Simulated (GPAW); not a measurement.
# Work function of bcc K face by face (PBEsol, GPAW)

Does the work function of K follow how densely a face is packed?

All values are computed: GPAW 26.7.0, PBEsol, plane waves, scalar-relativistic unless marked; slabs or sheets with vacuum, the vacuum level from the planar mean of the electrostatic potential.

```
 face  atoms in the slab  top-layer atoms per Å²  work function (eV)
(211)                  8                   0.030                2.23
(100)                  6                   0.037                2.27
(110)                  4                   0.052                2.42
```

The densest face listed is +0.19 eV against the most open one. That fits Smoluchowski's order: on an open face electrons flow from the ridges into the troughs, which leaves a dipole with its positive end outwards and lowers the barrier.

The slabs are 1×1 cuts on the parent's lattice, 11.1 to 14.9 Å between the outer relaxed layers.

[Logs are printed without paths, hosts, clocks, repeated set-up lines and the standing remarks that a program may print on its own settings, such as how far it seeks lower states.]
